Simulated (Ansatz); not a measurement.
# BH7C4N2O2F2 (P2_1/c) (144 atoms) under strain: runs compared

Aim: relax BH7C4N2O2F2 (P2_1/c) (144 atoms), then change its volume and shape to read moduli from the stress.

Computed with Ansatz 0.2.0: Kohn-Sham DFT, r2SCAN+D4, PAW (set soft_2), plane waves.

### Step 1. The cell as built

The cell holds 144 atoms: 8 B, 56 H, 32 C, 16 N, 16 O and 16 F. Its edges and angles: a = 13.453 Å, b = 13.548 Å, c = 8.879 Å, α = 90.0°, β = 121.7°, γ = 90.0°. It derives from BH7C4N2O2F2 (P2_1/c), repeated 2×1×1. BH7C4N2O2F2, space group P2_1/c, structure from the Crystallography Open Database, 2 x 1 x 1 conventional cells; positions as listed; bonds to H set to neutron lengths (C-H 1.089, N-H 1.015, O-H 0.983, B-H 1.19 Å) where the listed ones are shorter.

Limits known from the start: The Brillouin zone is sampled at Γ only.

### Step 2. The reference run

The reference is a single point at the end of the relaxation.

Every strained cell starts from the geometry of this run, and its atoms are relaxed with the cell held.

Its input, with most atom lines left out:

```yaml
crystal:
  lattice:
    - [13.21326, 0.0, -0.07948]
    - [0.0, 13.32716, 0.0]
    - [-4.62731, 0.0, 7.53072]
  atoms:
    - { symbol: B, position: [0.08453, 0.84425, 0.21697] }
    - { symbol: B, position: [0.41547, 0.34425, 0.28303] }
    - { symbol: B, position: [0.41547, 0.15575, 0.78303] }
    - { symbol: B, position: [0.08453, 0.65575, 0.71697] }
    - { symbol: H, position: [0.03836, 0.96122, 0.66055] }
    - { symbol: H, position: [0.46164, 0.46122, 0.83945] }
    - { symbol: H, position: [0.46164, 0.03878, 0.33945] }
    [... atom lines 8 to 144 left out ...]
kpoints:
  mp_grid: { grid: [1, 1, 1] }
hamiltonian:
  xc: r2scan
  dispersion: d4
scf:
  occupations: { method: fixed }
output:
  forces: true
  stress: true
  populations: true
  dos:
    method: { smearing: { sigma: 0.08 } }
    de: 0.1
    projected: { site_lists: { B: [B], C: [C], F: [F], H: [H], "N": ["N"] } }
  eigenvalues: true
  write_density: true
  write_potential: true
  volumetric_format: npy
```

| Item | Value |
| --- | --- |
| free energy per atom | -266.8684 eV/atom |
| r.m.s. force component | 0.00703 eV/Å |
| pressure | 0.001412 GPa |

Filled and empty levels are parted by 3.23 eV at Γ alone; the mesh holds the band edges only if they fold onto it, so the gap at this level can be narrower or closed, while semilocal functionals tend to narrow gaps against experiment.

### Step 3. The runs

Each row is one run, on 4 threads of Arm Neoverse V1, shared host. The free energy is the program's total, comparable only between runs with the same functional, potentials and atoms.

```csv
run,atoms,outcome,"ionic steps, all passes",free energy (eV),time,host memory (GiB)
Single point at the start,144,converged,-,-38428.497,48 s,4.0
Cell and atoms relaxed,144,converged,9,-38429.055,5.4 min,4.0
Single point at the relaxed geometry,144,converged,-,-38429.055,60 s,4.1
Volume -3 %,144,converged,4,-38428.997,3.3 min,3.8
Volume +3 %,144,converged,5,-38429.017,4.5 min,4.1
Volume -6 %,144,converged,7,-38428.821,5.3 min,3.7
Volume +6 %,144,converged,5,-38428.901,4.4 min,4.2
Volume -10 %,144,converged,6,-38428.294,4.7 min,3.6
Stretched by 1 % along x,144,converged,3,-38429.044,2.8 min,4.2
Compressed by 1 % along x,144,converged,3,-38429.045,2.6 min,4.0
Sheared by 2 % in xy,144,converged,6,-38429.044,5.2 min,4.1
```

In some runs the program notes that positions were snapped to a detected symmetry and the SCF threshold is loose for the stress.

### Step 4. Pressure against volume

Atoms are relaxed at each volume, in the scaled cell.

| volume change (%) | volume (Å³/atom) | energy change (meV/atom) | pressure (GPa) | largest move on relaxing (Å) | bonds | gap (eV) |
| --- | --- | --- | --- | --- | --- | --- |
| -10 | 8.258 | 5.28 | 2.11 | 0.18 | 144 | 3.20 |
| -6 | 8.625 | 1.63 | 1.06 | 0.13 | 144 | 3.21 |
| -3 | 8.900 | 0.40 | 0.43 | 0.05 | 144 | 3.22 |
| +0 | 9.175 | 0.00 | 0.00 | - | 144 | 3.23 |
| +3 | 9.450 | 0.27 | -0.33 | 0.04 | 144 | 3.24 |
| +6 | 9.726 | 1.07 | -0.58 | 0.09 | 144 | 3.25 |

### Step 5. Uniaxial strain and shear

Stress (GPa, compression positive) less that of the relaxed cell, atoms relaxed:

```csv
strain,xx,yy,zz,xy,energy change (meV/atom)
stretched by 1 % along x,-0.134,-0.067,0.002,0.000,0.07
compressed by 1 % along x,0.215,0.111,0.035,0.000,0.07
sheared by 2 % in xy,0.019,0.019,0.007,-0.169,0.08
```

### Step 6. Findings

The bulk modulus, from the slope of pressure against ln V over the three points nearest the relaxed volume, is 12.7 GPa; a quadratic over all points gives a pressure derivative of about 9.7. The gap goes from 3.20 eV at the smallest volume to 3.25 eV at the largest, +0.3 eV per unit of ln V by a straight line, on the run's k-points. Stretch and compression disagree (xx stress changes of -0.13 and 0.22 GPa), so C11 is only a mean of unlike responses. In the Cartesian axes of the cell, finite differences give C11 = 17.4, C12 = 8.92, C13 = 1.68 and C66 = 8.43 GPa (the shear of 2 % is the engineering strain, εxy = 0.01).

Caveats: Strains are finite and relaxations stop at the force tolerance of the input, which can leave moduli too stiff; they are those of a static cell at zero temperature. Volumes are changed with the cell's shape held, so in an anisotropic solid the modulus lies over the one under free hydrostatic load. The program notes that the SCF threshold of the relaxations is loose for the stress.

The DFT runs together took 40 min of wall time.

[Logs are printed without paths, hosts, clocks, repeated set-up lines and the standing remarks that a program may print on its own settings, such as how far it seeks lower states.]

[Hosts, paths, dates, database ids (printed as entryN), source tags and the programs' standing remarks are cut or masked in the printed files.]
